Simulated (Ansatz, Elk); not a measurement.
## Ti2GaSe4: X-ray structure factors from the self-consistent density

The structure of Ti2GaSe4 used here is made up (a known structure type with other elements) and was relaxed beforehand with r2SCAN. The aim is the Fourier transform of its all-electron density, F(hkl), set beside the sum over free spherical atoms that refinements use.

Calculated with Elk 11.2.3 (patched build); DFT, PBE, all-electron APW+lo, Dirac cores, scalar-relativistic bands, static density, no spin.

The structure was built from a prototype and need not be the compound's stable phase.

### Step 1. The starting structure

Symmetry: C2/m, No. 12, monoclinic system. The conventional cell has a = 16.087 Å, b = 3.588 Å, c = 6.215 Å, α = 90.00°, β = 112.52°, γ = 90.00°. Se has 3 Ti at 2.57 to 2.60 Å and 2 Ga at 3.03 Å nearest. Nearest to Se lie 3 Ti at 2.55 to 2.58 Å and 1 Ga at 2.98 Å. Nearest to Ga lie 6 Se at 2.98 to 3.03 Å. Nearest to Ti lie 6 Se at 2.55 to 2.60 Å. Farther neighbours and most contacts between anions are not listed.

As a file:

```cif
data_structure
_symmetry_space_group_name_H-M 'P 1'
_symmetry_Int_Tables_number 1
_cell_length_a 8.2610
_cell_length_b 8.2610
_cell_length_c 6.2147
_cell_angle_alpha 112.290
_cell_angle_beta 112.290
_cell_angle_gamma 25.088
_cell_volume 165.69
loop_
_atom_site_label
_atom_site_type_symbol
_atom_site_fract_x
_atom_site_fract_y
_atom_site_fract_z
_atom_site_occupancy
Se1 Se 0.64868 0.64868 0.98224 1
Se2 Se 0.35132 0.35132 0.01776 1
Se3 Se 0.85458 0.85458 0.52337 1
Se4 Se 0.14542 0.14542 0.47663 1
Ga5 Ga 0.00000 0.00000 0.00000 1
Ti6 Ti 0.74715 0.74715 0.74134 1
Ti7 Ti 0.25285 0.25285 0.25866 1
```

### Step 2. Ground state and structure factors

An all-electron density is needed, since X-rays see the cores too. Task 0 finds the density and task 195 Fourier-transforms it; tshift is off so that phases refer to the origin typed.

elk.in reads:

```
tasks
  0
  195

xctype
  20

spinpol
  .false.

rgkmax
  7.0

gmaxvr
  14.0

lmaxo
  7

lmaxapw
  8

swidth
  0.002

tshift
  .false.

ramdisk
  .false.

hmaxvr
  5.5

maxscl
  120

epspot
  1e-06

sppath
  './'

avec
  15.20368716708 -3.39047846615 1.02699852515
  15.20368716708 3.39047846615 1.02699852515
  -5.28236236832 -0.00000000000 10.48897099682

atoms
  3
  'Se.in'
  4
  0.6486841263 0.6486841263 0.9822405990   0.000000 0.000000 0.000000
  0.3513158737 0.3513158737 0.0177594010   0.000000 0.000000 0.000000
  0.8545826876 0.8545826876 0.5233661313   0.000000 0.000000 0.000000
  0.1454173124 0.1454173124 0.4766338687   0.000000 0.000000 0.000000
  'Ga.in'
  1
  0.0000000000 0.0000000000 0.0000000000   0.000000 0.000000 0.000000
  'Ti.in'
  2
  0.7471464818 0.7471464818 0.7413448167   0.000000 0.000000 0.000000
  0.2528535182 0.2528535182 0.2586551833   0.000000 0.000000 0.000000

ngridk
  7 7 4
```

Started as:

```console
$ OMP_NUM_THREADS=4 elk
```

Numbers of over 12 decimals in the logs are rounded to 6 here.

The program printed:

```text
┌─────────────────────────┐
│ Elk code version 11.2.3 │
└─────────────────────────┘

All units are atomic (Hartree, Bohr, etc.)

┌─────────────────────────────────────────────────┐
│ Ground-state run starting from atomic densities │
└─────────────────────────────────────────────────┘

Lattice vectors :
   15.20368717      -3.390478466       1.026998525
   15.20368717       3.390478466       1.026998525
  -5.282362368      -0.000000000       10.48897100

Reciprocal lattice vectors :
  0.1998354830     -0.9265927169      0.1006393702
  0.1998354830      0.9265927169      0.1006393702
 -0.3913267496E-01 -0.3665181762E-18  0.5793201582

Unit cell volume      :    1118.152756
Brillouin zone volume :   0.2218392899

Muffin-tin inner radius fraction :   0.1000000000E-01

Nuclei treated as point charges

Species : 1 (Se)
 parameters loaded from : Se.in
 name : selenium
 nuclear charge    :   -34.00000000
 electronic charge :    34.00000000
 atomic mass :    143935.2749
 muffin-tin radius :    2.387551610
 number of radial points in muffin-tin :    993
 inner part over the whole radius :   0.9991366493E-02
 number on inner part of muffin-tin    :    703
 approximate nuclear radius :   0.7785908700E-04
 number of mesh points to nuclear radius :    343
 atomic positions (lattice), magnetic fields (Cartesian) :
  1 :  -0.35131587 -0.35131587 -0.01775940    0.00000000  0.00000000  0.00000000
  2 :   0.35131587  0.35131587  0.01775940    0.00000000  0.00000000  0.00000000
  3 :  -0.14541731 -0.14541731 -0.47663387    0.00000000  0.00000000  0.00000000
  4 :   0.14541731  0.14541731  0.47663387    0.00000000  0.00000000  0.00000000

Species : 2 (Ga)
 parameters loaded from : Ga.in
 name : gallium
 nuclear charge    :   -31.00000000
 electronic charge :    31.00000000
 atomic mass :    127097.2539
 muffin-tin radius :    2.400000000
 number of radial points in muffin-tin :    993
 inner part over the whole radius :   0.9952882137E-02
 number on inner part of muffin-tin    :    702
 approximate nuclear radius :   0.7562051033E-04
 number of mesh points to nuclear radius :    339
 atomic positions (lattice), magnetic fields (Cartesian) :
  1 :   0.00000000  0.00000000  0.00000000    0.00000000  0.00000000  0.00000000

Species : 3 (Ti)
 parameters loaded from : Ti.in
 name : titanium
 nuclear charge    :   -22.00000000
 electronic charge :    22.00000000
 atomic mass :    87256.20317
 muffin-tin radius :    2.387551610
 number of radial points in muffin-tin :    993
 inner part over the whole radius :   0.9845692706E-02
 number on inner part of muffin-tin    :    698
 approximate nuclear radius :   0.6805665174E-04
 number of mesh points to nuclear radius :    325
 atomic positions (lattice), magnetic fields (Cartesian) :
  1 :  -0.25285352 -0.25285352 -0.25865518    0.00000000  0.00000000  0.00000000
  2 :   0.25285352  0.25285352  0.25865518    0.00000000  0.00000000  0.00000000

Total number of atoms per unit cell :    7
Total muffin-tin volume :    399.9625851
 ratio of muffin-tin to unit cell volume :   0.3576994135

Spin treatment :
 spin-unpolarised

Number of Bravais lattice symmetries :    4
Number of crystal symmetries         :    4
Crystal has inversion symmetry
Real symmetric eigensolver will be used

k-point grid :      7     7     4
k-point offset :    0.000000000       0.000000000       0.000000000
k-point set is reduced with full crystal symmetry group
Total number of k-points :       60

Muffin-tin radius times maximum |G+k| :    7.000000000
 using average radius
Maximum |G+k| for APW functions       :    2.929691647
Maximum (1/2)|G+k|²                   :    4.291546573
Maximum |G| for potential and density :    14.00000000
Constant for pseudocharge density :    8
 order of it for each species :   15  15  15
 order of it for pair densities of each species (exact exchange by exxq0 0: 16) :   10  10  10
Radial integration step length :    1

G-vector grid sizes :     70    70    54
Number of G-vectors :    51751

[...]
exchange                    :     -502.00564813754
 correlation                 :     -10.104498760187
 electron entropic           :    -0.13300972215789E-02
 total energy                :     -13375.256885228

Density of states at Fermi energy :    101.6646048
 (states/Hartree/unit cell)

Estimated indirect band gap :   0.1003141881E-02
 from k-point 2 to k-point 33
Estimated direct band gap   :   0.5399890365E-02
 at k-point 28

Charges :
 core                        :    110.0000000
 valence                     :    101.0000000
 interstitial                :    11.10077722
 muffin-tins (core leakage)
  species : 1 (Se)
[...]
species : 2 (Ga)
[...]
species : 3 (Ti)
[...]
total in muffin-tins        :    199.8992228
 total calculated charge     :    210.9971936
 total charge                :    211.0000000
 error                       :   0.2806365166E-02

RMS change in Kohn-Sham potential (target) :   0.2035065910     (  0.1000000000E-05)
Absolute change in total energy (target)   :   0.6751566107     (  0.1000000000E-03)

[... loops 3 to 15 left out ...]

┌──────────────────┐
│ Loop number : 16 │
└──────────────────┘

Energies :
 Fermi                       :     0.179401
 sum of occupied eigenvalues :     -7748.3460573172
 electron kinetic            :      13659.943976295
 core electron kinetic       :      12554.548320154
 Coulomb                     :     -26520.615032222
 Coulomb potential           :     -20742.178288725
 nuclear-nuclear             :     -1566.5655753584
 electron-nuclear            :     -29199.765918925
 Hartree                     :      4245.7164620617
 Madelung                    :     -16149.525887859
 xc potential                :     -666.11174488678
 exchange                    :     -502.16251459965
 correlation                 :     -10.098764029402
 electron entropic           :    -0.13606335442556E-02
 total energy                :     -13372.933695190

Density of states at Fermi energy :    102.4162296
 (states/Hartree/unit cell)

Estimated indirect band gap :   0.1029607534E-02
 from k-point 2 to k-point 26
Estimated direct band gap   :   0.3127019693E-02
 at k-point 54

Charges :
 core                        :    110.0000000
 valence                     :    101.0000000
 interstitial                :    10.96952182
 muffin-tins (core leakage)
  species : 1 (Se)
[...]
species : 2 (Ga)
[...]
species : 3 (Ti)
[...]
total in muffin-tins        :    200.0304782
 total calculated charge     :    210.9971310
 total charge                :    211.0000000
 error                       :   0.2869040165E-02

RMS change in Kohn-Sham potential (target) :   0.2471480833E-06 (  0.1000000000E-05)
Absolute change in total energy (target)   :   0.7324996477E-04 (  0.1000000000E-03)

Convergence targets achieved

┌──────────────────┐
│ Loop number : 17 │
└──────────────────┘

Energies :
 Fermi                       :     0.179401
 sum of occupied eigenvalues :     -7748.3460508207
 electron kinetic            :      13659.943978366
 core electron kinetic       :      12554.548324595
 Coulomb                     :     -26520.615027909
 Coulomb potential           :     -20742.178296127
 nuclear-nuclear             :     -1566.5655753584
 electron-nuclear            :     -29199.765902297
 Hartree                     :      4245.7164497465
 Madelung                    :     -16149.525879845
 xc potential                :     -666.11173305982
 exchange                    :     -502.16251394028
 correlation                 :     -10.098764018467
 electron entropic           :    -0.13606321841537E-02
 total energy                :     -13372.933688133

Density of states at Fermi energy :    102.4161369
 (states/Hartree/unit cell)

Estimated indirect band gap :   0.1029608210E-02
 from k-point 2 to k-point 26
Estimated direct band gap   :   0.3127022427E-02
 at k-point 54

Charges :
 core                        :    110.0000000
 valence                     :    101.0000000
 interstitial                :    10.96952213
 muffin-tins (core leakage)
  species : 1 (Se)
[...]
species : 2 (Ga)
   atom 1                    :    29.41004712     (  0.7353819595E-03)
  species : 3 (Ti)
   atom 1                    :    20.26349756     ( -0.2200467932E-06)
   atom 2                    :    20.26349756     ( -0.2200467932E-06)
 total in muffin-tins        :    200.0304779
 total calculated charge     :    210.9971310
 total charge                :    211.0000000
 error                       :   0.2869040446E-02

┌──────────────────────────────┐
│ Self-consistent loop stopped │
└──────────────────────────────┘

Warning : core states of species 2 leak from the muffin-tin :   0.7353819595E-03

Wrote STATE.OUT
```

Elapsed: 2.2 min, on 4 threads of Arm Neoverse V2, shared host; peak memory 0.35 GiB.

SFACRHO.OUT:

```text

h k l indices transformed by vhmat matrix:
   1.000000000       0.000000000       0.000000000    
   0.000000000       1.000000000       0.000000000    
   0.000000000       0.000000000       1.000000000    

      h      k      l  multipl.   |H|            Re(F)            Im(F)           |F|

      0      0      0      1   0.0000000       211.00000      0.22541405E-16   211.00000    
     -1     -1      0      2  0.44749303      -47.618725      0.11516885E-13   47.618725    
      1      1     -1      2  0.57919250       29.573236      -0.0000000       29.573236    
      0      0      1      2  0.58064035       27.241389      0.77587433E-14   27.241389    
     -2     -2      1      2  0.85690414       29.993087      0.38793717E-13   29.993087    
      1      1      1      2  0.85983865       26.339095     -0.77587433E-14   26.339095    
     -2     -2      0      2  0.89498606      -38.332480      0.40490942E-13   38.332480    
      0     -1      0      4  0.95322430       27.363455      0.77587433E-14   27.363455    
      0     -1      1      4   1.0699603       3.8954440     -0.37581413E-14   3.8954440    
      1      1     -2      2   1.0700301       2.0726940     -0.80012041E-14   2.0726940    
      1      2      0      4   1.1441751       28.997608      0.17457173E-13   28.997608    
      2      2     -2      2   1.1583850      -85.156441     -0.37581413E-14   85.156441    
     -2     -1      1      4   1.1590452       101.80517     -0.23391778E-13   101.80517    
      0     -1     -1      4   1.1604932      -86.493956      -0.0000000       86.493956    
      0      0      2      2   1.1612807       101.41634      0.19881780E-13   101.41634    
     -3     -3      1      2   1.2383883       26.415503     -0.42673088E-13   26.415503    
      2      2      1      2   1.2417737       23.920588     -0.81466805E-13   23.920588    
      3      3      0      2   1.3424791       72.973117      0.34914345E-13   72.973117
```

Elk indexes on the primitive cell of elk.in and gives |H| = 4π sin θ/λ in inverse bohr. Below, one row stands for each form hkl of the conventional cell (m members, Friedel mates merged), F is for one primitive cell and the density is static (no thermal factor). Free-atom factors are Waasmaier and Kirfel's, and R is Σm||F|−|F'||/Σm|F|.

| hkl | m | sin θ/λ (Å⁻¹) | abs F, DFT | neutral atoms | diff. |
| --- | --- | --- | --- | --- | --- |
| 200 | 2 | 0.067 | 47.619 | 47.189 | +0.429 |
| 001 | 2 | 0.087 | 29.573 | 29.553 | +0.020 |
| 2 0 -1 | 2 | 0.087 | 27.241 | 27.280 | -0.039 |
| 201 | 2 | 0.129 | 29.993 | 30.001 | -0.008 |
| 4 0 -1 | 2 | 0.129 | 26.339 | 26.323 | +0.016 |
| 400 | 2 | 0.135 | 38.333 | 37.985 | +0.348 |
| 110 | 4 | 0.143 | 27.363 | 27.347 | +0.016 |
| 1 1 -1 | 4 | 0.161 | 3.895 | 4.139 | -0.244 |
| 2 0 -2 | 2 | 0.161 | 2.073 | 2.305 | -0.233 |
| 310 | 4 | 0.172 | 28.998 | 29.013 | -0.016 |
| 002 | 2 | 0.174 | 85.156 | 85.015 | +0.142 |
| 111 | 4 | 0.174 | 101.805 | 101.186 | +0.619 |
| 3 1 -1 | 4 | 0.174 | 86.494 | 86.315 | +0.179 |
| 4 0 -2 | 2 | 0.175 | 101.416 | 100.784 | +0.632 |
| 401 | 2 | 0.186 | 26.416 | 26.447 | -0.031 |
| 6 0 -1 | 2 | 0.187 | 23.921 | 23.927 | -0.006 |
| 600 | 2 | 0.202 | 72.973 | 72.341 | +0.632 |
| 202 | 2 | 0.209 | 150.073 | 150.281 | -0.208 |
| 311 | 4 | 0.210 | 51.736 | 52.201 | -0.465 |
| 5 1 -1 | 4 | 0.210 | 148.764 | 149.000 | -0.236 |
| 6 0 -2 | 2 | 0.210 | 53.287 | 53.737 | -0.450 |
| 1 1 -2 | 4 | 0.215 | 25.969 | 26.046 | -0.077 |

### Step 3. The highest occupied states alone

An energy window below the Fermi level keeps the highest occupied states, to see at which angles they scatter; shallow core shells can lie inside it and anion s states outside. No new self-consistency is needed.

elk.in, as its differences from that of step 2:

```diff
@@ -1,3 +1,2 @@
 tasks
-  0
   195
@@ -40,2 +39,5 @@
 
+wsfac
+  -0.261590 0.479400
+
 sppath
```

Started as:

```console
$ OMP_NUM_THREADS=4 elk
```

The program printed:

```text
┌─────────────────────────────────┐
│ Elk code version 11.2.3 started │
└─────────────────────────────────┘

Info(readinput): the functional depends on the density's gradient
 muffin-tin radial points multiplied by    2.00000
 (not where nrmtscf is given)

┌────────────────────┐
│ Current task : 195 │
└────────────────────┘
Info(checkmt): changed muffin-tin radius of species 1 (Se) from   2.4000 to   2.3876
Info(checkmt): changed muffin-tin radius of species 3 (Ti) from   2.4000 to   2.3876

Info(sfacrho): density structure factors written to SFACRHO.OUT

 Energy window :  -0.2615900000      0.4794000000

┌──────────────────┐
│ Elk code stopped │
└──────────────────┘
```

Wall time 23 s (4 threads); peak memory 0.21 GiB; 29 s of CPU time.

States within 12 eV below the Fermi level hold 27.00 electrons; any levels below the window count with the cores. Their amplitudes can exceed the total, where window and core parts have opposite phase:

| hkl | sin θ/λ (Å⁻¹) | abs F, window | abs F, all |
| --- | --- | --- | --- |
| 200 | 0.067 | 7.267 | 47.619 |
| 001 | 0.087 | 1.826 | 29.573 |
| 2 0 -1 | 0.087 | 1.551 | 27.241 |
| 201 | 0.129 | 1.304 | 29.993 |
| 4 0 -1 | 0.129 | 1.108 | 26.339 |
| 400 | 0.135 | 2.853 | 38.333 |
| 110 | 0.143 | 0.891 | 27.363 |
| 1 1 -1 | 0.161 | 0.241 | 3.895 |
| 2 0 -2 | 0.161 | 0.168 | 2.073 |
| 310 | 0.172 | 0.733 | 28.998 |

### Step 4. Another functional

The difference from free atoms is small, so it is set against the change that LDA (Perdew-Wang) makes.

elk.in, as its differences from that of step 3:

```diff
@@ -1,2 +1,3 @@
 tasks
+  0
   195
@@ -4,3 +5,3 @@
 xctype
-  20
+  3
 
@@ -39,5 +40,2 @@
 
-wsfac
-  -0.261590 0.479400
-
 sppath
```

Started as:

```console
$ OMP_NUM_THREADS=4 elk
```

The program printed:

```text
┌─────────────────────────┐
│ Elk code version 11.2.3 │
└─────────────────────────┘

All units are atomic (Hartree, Bohr, etc.)

┌─────────────────────────────────────────────────┐
│ Ground-state run starting from atomic densities │
└─────────────────────────────────────────────────┘

Lattice vectors :
   15.20368717      -3.390478466       1.026998525
   15.20368717       3.390478466       1.026998525
  -5.282362368      -0.000000000       10.48897100

Reciprocal lattice vectors :
  0.1998354830     -0.9265927169      0.1006393702
[...]
species : 1 (Se)
[...]
species : 2 (Ga)
[...]
species : 3 (Ti)
   atom 1                    :    20.28628343     ( -0.3531757878E-05)
   atom 2                    :    20.28628343     ( -0.3531757878E-05)
 total in muffin-tins        :    200.0560328
 total calculated charge     :    210.9971513
 total charge                :    211.0000000
 error                       :   0.2848661203E-02

┌──────────────────────────────┐
│ Self-consistent loop stopped │
└──────────────────────────────┘

Warning : core states of species 2 leak from the muffin-tin :   0.7539123994E-03

Wrote STATE.OUT
[key lines of the parts left out:]
total energy                :     -13353.916406050
```

Wall time 99 s (4 threads); peak memory 0.26 GiB; 5.8 min of CPU time.

Against the first run R = 0.04 %; the largest change is -0.063 at 10 0 2.

### Step 5. Basis size

The basis and the expansions that go with it are enlarged, to see whether the differences are converged.

elk.in, as its differences from that of step 4:

```diff
@@ -5,3 +5,3 @@
 xctype
-  3
+  20
 
@@ -11,12 +11,12 @@
 rgkmax
-  7.0
+  8.5
 
 gmaxvr
-  14.0
+  18.0
 
 lmaxo
-  7
+  9
 
 lmaxapw
-  8
+  10
```

Started as:

```console
$ OMP_NUM_THREADS=4 elk
```

The program printed:

```text
┌─────────────────────────┐
│ Elk code version 11.2.3 │
└─────────────────────────┘

All units are atomic (Hartree, Bohr, etc.)

┌─────────────────────────────────────────────────┐
│ Ground-state run starting from atomic densities │
└─────────────────────────────────────────────────┘

Lattice vectors :
   15.20368717      -3.390478466       1.026998525
   15.20368717       3.390478466       1.026998525
  -5.282362368      -0.000000000       10.48897100

Reciprocal lattice vectors :
  0.1998354830     -0.9265927169      0.1006393702
[...]
species : 1 (Se)
[...]
species : 2 (Ga)
[...]
species : 3 (Ti)
   atom 1                    :    20.27195828     ( -0.2200467524E-06)
   atom 2                    :    20.27195828     ( -0.2200467524E-06)
 total in muffin-tins        :    200.0635312
 total calculated charge     :    210.9990039
 total charge                :    211.0000000
 error                       :   0.9960838414E-03

┌──────────────────────────────┐
│ Self-consistent loop stopped │
└──────────────────────────────┘

Warning : core states of species 2 leak from the muffin-tin :   0.7347863235E-03

Wrote STATE.OUT
[key lines of the parts left out:]
total energy                :     -13372.953400479
```

Elapsed: 6.3 min, on 4 threads; peak memory 0.69 GiB; 22 min of CPU time.

Against the first run R = 0.01 %; the largest change is -0.018 at 13 1 -1.

### Step 6. Settings against the effect

| run | R against the first run (%) | R against neutral atoms, low angle (%) | wall time |
| --- | --- | --- | --- |
| PBE, rgkmax 7 | 0.00 | 0.45 | 2.2 min |
| LDA (Perdew-Wang) | 0.04 | 0.45 | 99 s |
| rgkmax 8.5 with larger expansions | 0.01 | 0.45 | 6.3 min |

### Step 7. Outcome

```json
{
 "R against neutral atoms, sin θ/λ < 0.3 Å⁻¹": "0.45 %",
 "R against neutral atoms, 0.3 to 0.44 Å⁻¹": "0.34 %"
}
```

**Reading.** Independent neutral atoms miss the calculated amplitudes by R = 0.45 % below 0.3 Å⁻¹ and 0.34 % from there to 0.44 Å⁻¹; by shells, 0.35 % below 0.15 Å⁻¹ (7 forms), 0.46 % 0.15 to 0.3 (42 forms), 0.34 % 0.3 to 0.45 (100 forms). Bonding, aspherical density and the tables' own atoms all enter these figures, and the runs don't part them. The largest change of an amplitude is +0.63 electrons, at 600. Below 0.3 Å⁻¹ the changes that finished (LDA (Perdew-Wang) and rgkmax 8.5 with larger expansions) move F by R = 0.02 % at most, against the 0.45 % that separates it from free atoms. The k-mesh has no finished test. These runs have no spin, though d or f shells may be open. The electron count is odd, so without spin the run is a metal by force. Part of the difference isn't bonding: the tables are fits to free atoms and ions calculated by other methods than this functional. Thermal motion, anomalous dispersion and extinction are left out.

[Logs are printed without paths, hosts, clocks, repeated set-up lines and the standing remarks that a program may print on its own settings, such as how far it seeks lower states.]

[Hosts, paths, dates, database ids (printed as entryN), source tags and the programs' standing remarks are cut or masked in the printed files.]
